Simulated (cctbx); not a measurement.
**Eu3Ge16Os4 with cctbx, script by script**

Library: cctbx 2025.11. The data are simulated by the first script.

## 1. Simulate the data

run.py:

```python
from cctbx import adptbx, crystal, miller, sgtbx, xray
from cctbx.array_family import flex
from iotbx.shelx import hklf
from scitbx import matrix
import scitbx.random

cs = crystal.symmetry(unit_cell=(6.373, 6.373, 21.425, 90, 90, 90), space_group_symbol='Hall: -I 4 2')  # I4/mmm
atoms = [  # label, site, U (iso, or U11 U22 U33 U12 U13 U23 in A^2), occupancy
    ("Os1", (0, 0.5, 0.4109), 0.0028, 1),
    ("Eu1", (0, 0, 0), 0.0033, 1),
    ("Eu2", (0.5, 0, 0.25), 0.0024, 1),
    ("Ge1", (0.5, 0.5, 0.1897), 0.0042, 1),
    ("Ge2", (0.5, 0.5, 0.3053), 0.0041, 1),
    ("Ge3", (0.5, 0.7766, 0), 0.0038, 1),
    ("Ge4", (0.7478, 0.7478, 0.3741), 0.0036, 1),
]
xs = xray.structure(crystal_symmetry=cs)
for label, site, u, occ in atoms:
    u = adptbx.u_cif_as_u_star(cs.unit_cell(), u) if isinstance(u, tuple) else u
    xs.add_scatterer(xray.scatterer(label, site=site, u=u, occupancy=occ))
xs.set_inelastic_form_factors(0.7749, "sasaki")
xs.show_summary()
p1 = xs.expand_to_p1()
ms = miller.build_set(p1, anomalous_flag=True, d_min=0.7)
flex.set_random_seed(77190)
scitbx.random.set_random_seed(77190)
ms = ms.select(flex.random_double(ms.size()) < 0.5)
i = ms.structure_factors_from_scatterers(p1, algorithm="direct").f_calc().as_intensity_array().data()
i = i * 20000 / flex.max(i)
sig = flex.sqrt(i + flex.pow2(0.06 * i) + 8 ** 2)
noise = scitbx.random.variate(scitbx.random.normal_distribution())(i.size())
data = ms.array(data=i + sig * noise, sigmas=sig).set_observation_type_xray_intensity()
with open("data.hkl", "w") as f:
    data.export_as_shelx_hklf(f)
print("reflections written:", data.size(), " <I/sigma> = %.1f" % flex.mean(data.data() / data.sigmas()))
for h, a, b in list(data.sort("data"))[:12]:
    print("%4d%4d%4d %9.1f %7.1f" % (h + (a, b)))
```

```console
$ python run.py
```

```text
Number of scatterers: 7
At special positions: 7
Unit cell: (6.373, 6.373, 21.425, 90, 90, 90)
Space group: I 4/m m m (No. 139)
reflections written: 5310  <I/sigma> = 3.9
  -4   0   0   18783.0  1208.3
   0  -4   0   18628.7  1208.3
  -2  -2   0   17410.2   935.8
  -2   2   0   14749.6   935.8
   2   2   0   14680.8   935.8
  -4   4   0   12688.2   780.3
  -4  -4   0   12345.9   780.3
   0   2  12   10043.2   572.0
  -2   0  12    9925.1   572.0
   0   2 -12    9515.8   572.0
   1   1   6    9401.2   543.8
   0  -2  12    9301.7   572.0
```

Run time: 0.45 s on 1 thread of Arm Neoverse N1, with other jobs on the host, peak memory 0.07 GiB.

## 2. Refinement (right model, isotropic)

run.py:

```python
import math
from cctbx import adptbx, crystal, maptbx, sgtbx, xray
from cctbx.array_family import flex
from cctbx.xray import observations
from iotbx.shelx import hklf
from scitbx.lstbx import normal_eqns_solving
from smtbx import absolute_structure, utils
from smtbx.refinement import constraints, least_squares

cs = crystal.symmetry(unit_cell=(6.373, 6.373, 21.425, 90, 90, 90), space_group_symbol='Hall: -I 4 2')  # I4/mmm
atoms = [  # label, site, U (iso, or U11 U22 U33 U12 U13 U23 in A^2), occupancy
    ("Os1", (0, 0.5, 0.4106), 0.0200, 1),
    ("Eu1", (0, 0, 0), 0.0200, 1),
    ("Eu2", (0.5, 0, 0.25), 0.0200, 1),
    ("Ge1", (0.5, 0.5, 0.1916), 0.0200, 1),
    ("Ge2", (0.5, 0.5, 0.3036), 0.0200, 1),
    ("Ge3", (0.5, 0.7809, 0), 0.0200, 1),
    ("Ge4", (0.7475, 0.7475, 0.3762), 0.0200, 1),
]
xs = xray.structure(crystal_symmetry=cs)
for label, site, u, occ in atoms:
    u = adptbx.u_cif_as_u_star(cs.unit_cell(), u) if isinstance(u, tuple) else u
    xs.add_scatterer(xray.scatterer(label, site=site, u=u, occupancy=occ))
xs.set_inelastic_form_factors(0.7749, "sasaki")
raw = hklf.reader(file_name="data.hkl").as_miller_arrays(crystal_symmetry=cs, anomalous=True)[0]
merged = raw.eliminate_sys_absent().merge_equivalents()
fo2 = merged.array().set_observation_type_xray_intensity()
print("Rint %.3f, %d unique reflections to %.2f A" % (merged.r_int(), fo2.size(), fo2.d_min()))
for sc in xs.scatterers():
    sc.flags.set_grad_site(True)
    sc.flags.set_grad_u_aniso(sc.flags.use_u_aniso())
    sc.flags.set_grad_u_iso(sc.flags.use_u_iso())
obs = fo2.as_xray_observations()
extra = {}
rep = constraints.reparametrisation(xs, [], utils.connectivity_table(xs), **extra)
ls = least_squares.crystallographic_ls(obs, rep, weighting_scheme=least_squares.mainstream_shelx_weighting(a=0, b=0))
print("cycle     R1     wR2    GooF  max shift (A)")
for cycle in range(8):
    ls.build_up()
    r1, wr2, goof = ls.r1_factor(cutoff_factor=2)[0], ls.wR2(), ls.goof()
    old = xs.sites_cart()
    normal_eqns_solving.levenberg_marquardt_iterations(ls, n_max_iterations=3, tau=1e-06, step_threshold=1e-7)
    big = flex.max((xs.sites_cart() - old).norms())
    print("%4d %7.4f %7.4f %7.3f %9.5f" % (cycle + 1, r1, wr2, goof, big))
    ls.build_up(objective_only=True)
    if abs(ls.wR2() - wr2) < 5e-5 and big < 5e-4:
        break
ls.build_up()
print("final R1 %.4f wR2 %.4f GooF %.3f  parameters %d  data/parameter %.1f" % (ls.r1_factor(cutoff_factor=2)[0], ls.wR2(), ls.goof(), ls.n_parameters, fo2.size() / ls.n_parameters))
cov = ls.covariance_matrix_and_annotations()
su = dict(zip(cov.annotations, (math.sqrt(max(v, 0)) for v in cov.matrix.matrix_packed_u_diagonal())))
a2 = cs.unit_cell().reciprocal_parameters()[0] ** -2
print("atom        x        y        z      Ueq    occ   su(xyz)  su(Uiso or U11)")
for sc in xs.scatterers():
    s = max(su.get(sc.label + k, 0) for k in (".x", ".y", ".z"))
    npd = "" if sc.is_positive_definite_u(cs.unit_cell()) else "  NPD"
    print("%-5s %8.5f %8.5f %8.5f %8.4f %6.3f %8.5f %7.4f%s" % ((sc.label,) + sc.site + (sc.u_iso_or_equiv(cs.unit_cell()), sc.occupancy, s, su.get(sc.label + ".uiso", su.get(sc.label + ".u11", 0) * a2), npd)))
fo = fo2.f_sq_as_f()
fc = fo.structure_factors_from_scatterers(xs, algorithm="direct").f_calc()
diff = fo.f_obs_minus_f_calc(1 / math.sqrt(ls.scale_factor()), fc).average_bijvoet_mates()
m = diff.fft_map(symmetry_flags=maptbx.use_space_group_symmetry, resolution_factor=0.25).apply_volume_scaling()
print("difference map: max %.2f min %.2f rms %.2f" % (m.statistics().max(), m.statistics().min(), m.statistics().sigma()))
peaks = m.peak_search(parameters=maptbx.peak_search_parameters(min_distance_sym_equiv=0.6, max_clusters=6)).all()
near = xs.closest_distances(peaks.sites(), distance_cutoff=4)
sps = cs.special_position_settings(min_distance_sym_equiv=0.5)
for k, (x, h) in enumerate(zip(peaks.sites(), peaks.heights())):
    ss = sps.site_symmetry(x)
    print("Q%-3d %7.4f %7.4f %7.4f %4d %7.2f  %.2f A from %s" % ((k + 1,) + tuple(t % 1 for t in ss.exact_site()) + (ss.multiplicity(), h, near.smallest_distances[k], xs.scatterers()[near.i_seqs[k]].label)))
```

```console
$ python run.py
```

```text
Rint 0.051, 434 unique reflections to 0.70 A
cycle     R1     wR2    GooF  max shift (A)
   1  0.1837  0.3850   8.823   0.04498
   2  0.0175  0.0411   0.941   0.00000
final R1 0.0175 wR2 0.0411 GooF 0.941  parameters 13  data/parameter 33.4
atom        x        y        z      Ueq    occ   su(xyz)  su(Uiso or U11)
Os1    0.00000  0.50000  0.41089   0.0028  1.000  0.00001  0.0001
Eu1    0.00000  0.00000  0.00000   0.0032  1.000  0.00000  0.0001
Eu2    0.50000  0.00000  0.25000   0.0022  1.000  0.00000  0.0001
Ge1    0.50000  0.50000  0.18971   0.0043  1.000  0.00005  0.0002
Ge2    0.50000  0.50000  0.30537   0.0043  1.000  0.00005  0.0002
Ge3    0.50000  0.77663  0.00000   0.0036  1.000  0.00012  0.0002
Ge4    0.74776  0.74776  0.37410   0.0035  1.000  0.00006  0.0001
difference map: max 3.69 min -1.82 rms 0.47
Q1    0.0000  0.0000  0.5000    2    3.69  1.76 A from Ge3
Q2    0.0000  0.3684  0.1230   16    2.01  1.11 A from Os1
Q3    0.0000  0.0000  0.4520    4    1.99  2.04 A from Ge3
Q4    0.0000  0.3286  0.3364   16    1.88  1.86 A from Ge4
Q5    0.0000  0.0000  0.1991    4    1.73  0.10 A from Ge2
Q6    0.1327  0.3286  0.0000   16    1.70  1.24 A from Ge3
```

Time: 0.64 s.

## 3. Refinement (right model, anisotropic)

run.py, as its changes from the last script of this kind:

```diff
@@ -12,7 +12,7 @@
-    ("Os1", (0, 0.5, 0.4106), 0.0200, 1),
-    ("Eu1", (0, 0, 0), 0.0200, 1),
-    ("Eu2", (0.5, 0, 0.25), 0.0200, 1),
-    ("Ge1", (0.5, 0.5, 0.1916), 0.0200, 1),
-    ("Ge2", (0.5, 0.5, 0.3036), 0.0200, 1),
-    ("Ge3", (0.5, 0.7809, 0), 0.0200, 1),
-    ("Ge4", (0.7475, 0.7475, 0.3762), 0.0200, 1),
+    ("Os1", (0, 0.5, 0.41089), 0.0030, 1),
+    ("Eu1", (0, 0, 0), 0.0032, 1),
+    ("Eu2", (0.5, 0, 0.25), 0.0030, 1),
+    ("Ge1", (0.5, 0.5, 0.18971), 0.0043, 1),
+    ("Ge2", (0.5, 0.5, 0.30537), 0.0043, 1),
+    ("Ge3", (0.5, 0.77663, 0), 0.0036, 1),
+    ("Ge4", (0.74776, 0.74776, 0.3741), 0.0035, 1),
@@ -24,0 +25 @@
+xs.convert_to_anisotropic()
```

```console
$ python run.py
```

```text
Rint 0.051, 434 unique reflections to 0.70 A
cycle     R1     wR2    GooF  max shift (A)
   1  0.0187  0.0446   1.035   0.00018
   2  0.0174  0.0408   0.948   0.00000
final R1 0.0174 wR2 0.0408 GooF 0.948  parameters 24  data/parameter 18.1
atom        x        y        z      Ueq    occ   su(xyz)  su(Uiso or U11)
Os1    0.00000  0.50000  0.41089   0.0028  1.000  0.00001  0.0001
Eu1    0.00000  0.00000  0.00000   0.0032  1.000  0.00000  0.0002
Eu2    0.50000  0.00000  0.25000   0.0022  1.000  0.00000  0.0002
Ge1    0.50000  0.50000  0.18970   0.0043  1.000  0.00005  0.0003
Ge2    0.50000  0.50000  0.30537   0.0043  1.000  0.00005  0.0003
Ge3    0.50000  0.77663  0.00000   0.0036  1.000  0.00013  0.0004
Ge4    0.74776  0.74776  0.37410   0.0036  1.000  0.00006  0.0002
difference map: max 3.59 min -1.81 rms 0.47
Q1    0.0000  0.0000  0.5000    2    3.59  1.76 A from Ge3
Q2    0.0000  0.3692  0.1225   16    1.99  1.10 A from Os1
Q3    0.0000  0.0000  0.4516    4    1.99  2.05 A from Ge3
Q4    0.0000  0.3287  0.3365   16    1.88  1.86 A from Ge4
Q5    0.0000  0.0000  0.1997    4    1.78  0.11 A from Ge2
Q6    0.1327  0.3283  0.0000   16    1.70  1.24 A from Ge3
```

Time: 0.61 s.

## 4. Refinement

run.py, as its changes from the last script of this kind:

```diff
@@ -27 +27 @@
-merged = raw.eliminate_sys_absent().merge_equivalents()
+merged = raw.eliminate_sys_absent().resolution_filter(d_min=1.6).merge_equivalents()
@@ -39 +39 @@
-for cycle in range(8):
+for cycle in range(12):
```

```console
$ python run.py
```

```text
Rint 0.051, 48 unique reflections to 1.61 A
cycle     R1     wR2    GooF  max shift (A)
   1  0.0176  0.0415   1.360   0.00302
   2  0.0104  0.0270   0.884   0.00000
final R1 0.0104 wR2 0.0270 GooF 0.884  parameters 24  data/parameter 2.0
atom        x        y        z      Ueq    occ   su(xyz)  su(Uiso or U11)
Os1    0.00000  0.50000  0.41098  -0.0007  1.000  0.00010  0.0030  NPD
Eu1    0.00000  0.00000  0.00000  -0.0019  1.000  0.00000  0.0035  NPD
Eu2    0.50000  0.00000  0.25000  -0.0003  1.000  0.00000  0.0034  NPD
Ge1    0.50000  0.50000  0.18985   0.0033  1.000  0.00037  0.0046
Ge2    0.50000  0.50000  0.30540   0.0018  1.000  0.00042  0.0048  NPD
Ge3    0.50000  0.77706  0.00000   0.0067  1.000  0.00106  0.0050
Ge4    0.74798  0.74798  0.37406   0.0050  1.000  0.00029  0.0048  NPD
difference map: max 0.59 min -0.32 rms 0.14
Q1    0.0000  0.0000  0.5000    2    0.59  1.77 A from Ge3
Q2    0.0000  0.0000  0.4353    4    0.53  2.24 A from Ge3
Q3    0.0000  0.5000  0.2500    4    0.44  0.00 A from Eu2
Q4    0.0000  0.0000  0.1489    4    0.43  0.98 A from Ge2
Q5    0.0000  0.0000  0.0190    4    0.37  0.41 A from Eu1
Q6    0.1008  0.1008  0.2068   16    0.27  0.95 A from Ge2
```

Time: 0.61 s.

This run holds a fault made on purpose: data cut at low resolution.

## 5. Refinement

run.py, as its changes from the last script of this kind:

```diff
@@ -18,0 +19 @@
+    ("Ge5", (0.851, 0.839, 0.531), 0.0300, 1),
@@ -25 +25,0 @@
-xs.convert_to_anisotropic()
@@ -27 +27 @@
-merged = raw.eliminate_sys_absent().resolution_filter(d_min=1.6).merge_equivalents()
+merged = raw.eliminate_sys_absent().merge_equivalents()
```

```console
$ python run.py
```

```text
Rint 0.051, 434 unique reflections to 0.70 A
cycle     R1     wR2    GooF  max shift (A)
   1  0.3720  0.7336  16.869   0.07904
   2  0.1391  0.4419  10.162   0.77490
   3  0.0574  0.2148   4.939   0.89118
   4  0.0262  0.1085   2.496   0.26899
   5  0.0273  0.1064   2.447   0.06060
   6  0.0268  0.1064   2.448   0.04435
   7  0.0269  0.1064   2.447   0.03557
   8  0.0270  0.1064   2.446   0.02446
   9  0.0270  0.1064   2.446   0.01349
  10  0.0270  0.1064   2.446   0.00638
  11  0.0270  0.1064   2.446   0.00279
  12  0.0270  0.1064   2.446   0.00118
final R1 0.0270 wR2 0.1064 GooF 2.446  parameters 16  data/parameter 27.1
atom        x        y        z      Ueq    occ   su(xyz)  su(Uiso or U11)
Os1    0.00000  0.50000  0.41090   0.0018  1.000  0.00004  0.0003
Eu1    0.00000  0.00000  0.00000   0.0021  1.000  0.00000  0.0004
Eu2    0.50000  0.00000  0.25000   0.0011  1.000  0.00000  0.0003
Ge1    0.50000  0.50000  0.18981   0.0032  1.000  0.00014  0.0006
Ge2    0.50000  0.50000  0.30527   0.0032  1.000  0.00014  0.0006
Ge3    0.50000  0.77658  0.00000   0.0024  1.000  0.00033  0.0004
Ge4    0.74776  0.74776  0.37408   0.0025  1.000  0.00017  0.0003
Ge5    0.75177  0.75177  0.61076   1.0000  1.000  0.01697  0.0659
difference map: max 4.34 min -2.57 rms 0.74
Q1    0.0000  0.5000  0.0890    8    4.35  0.00 A from Os1
Q2    0.0000  0.5000  0.2358    8    4.18  0.30 A from Eu2
Q3    0.0000  0.0000  0.5000    2    4.00  1.76 A from Ge3
Q4    0.0000  0.0000  0.0000    2    3.39  0.00 A from Eu1
Q5    0.0000  0.0000  0.1928    4    3.26  0.04 A from Ge2
Q6    0.0000  0.0000  0.4529    4    2.37  2.03 A from Ge3
```

Time: 1.1 s.

This run holds a fault made on purpose: spurious atom: Ge5.

## 6. Refinement

run.py, as its changes from the last script of this kind:

```diff
@@ -15,5 +15,3 @@
-    ("Ge1", (0.5, 0.5, 0.18971), 0.0043, 1),
-    ("Ge2", (0.5, 0.5, 0.30537), 0.0043, 1),
-    ("Ge3", (0.5, 0.77663, 0), 0.0036, 1),
-    ("Ge4", (0.74776, 0.74776, 0.3741), 0.0035, 1),
-    ("Ge5", (0.851, 0.839, 0.531), 0.0300, 1),
+    ("Ge1", (0.5, 0.5, 0.30537), 0.0043, 1),
+    ("Ge2", (0.5, 0.77663, 0), 0.0036, 1),
+    ("Ge3", (0.74776, 0.74776, 0.3741), 0.0035, 1),
@@ -25,0 +24 @@
+xs.convert_to_anisotropic()
```

```console
$ python run.py
```

```text
Rint 0.051, 434 unique reflections to 0.70 A
cycle     R1     wR2    GooF  max shift (A)
   1  0.1981  0.4517  10.450   0.01308
   2  0.2005  0.4340  10.041   0.00007
final R1 0.2005 wR2 0.4340 GooF 10.041  parameters 21  data/parameter 20.7
atom        x        y        z      Ueq    occ   su(xyz)  su(Uiso or U11)
Os1    0.00000  0.50000  0.41096  -0.0007  1.000  0.00017  0.0016  NPD
Eu1    0.00000  0.00000  0.00000   0.0023  1.000  0.00000  0.0026  NPD
Eu2    0.50000  0.00000  0.25000   0.0000  1.000  0.00000  0.0019  NPD
Ge1    0.50000  0.50000  0.30506   0.0050  1.000  0.00072  0.0041
Ge2    0.50000  0.77457  0.00000   0.0010  1.000  0.00146  0.0043  NPD
Ge3    0.74663  0.74663  0.37414  -0.0007  1.000  0.00069  0.0018  NPD
difference map: max 165.79 min -14.62 rms 4.74
Q1    0.0000  0.0000  0.3103    4  168.18  2.47 A from Ge1
Q2    0.0000  0.5000  0.0894    8   58.10  0.01 A from Os1
Q3    0.0000  0.0000  0.0000    2   54.91  0.00 A from Eu1
Q4    0.0000  0.0000  0.1915    4   52.13  0.07 A from Ge1
Q5    0.0000  0.5000  0.2500    4   41.26  0.00 A from Eu2
Q6    0.0000  0.2807  0.5000    8   22.24  0.04 A from Ge2
```

Run time: 0.65 s on 1 thread of Arm Neoverse N1 (shared host), peak memory 0.09 GiB.

This run holds a fault made on purpose: atom left out: Ge1.

[Logs are printed without paths, hosts, clocks, repeated set-up lines and the standing remarks that a program may print on its own settings, such as how far it seeks lower states.]
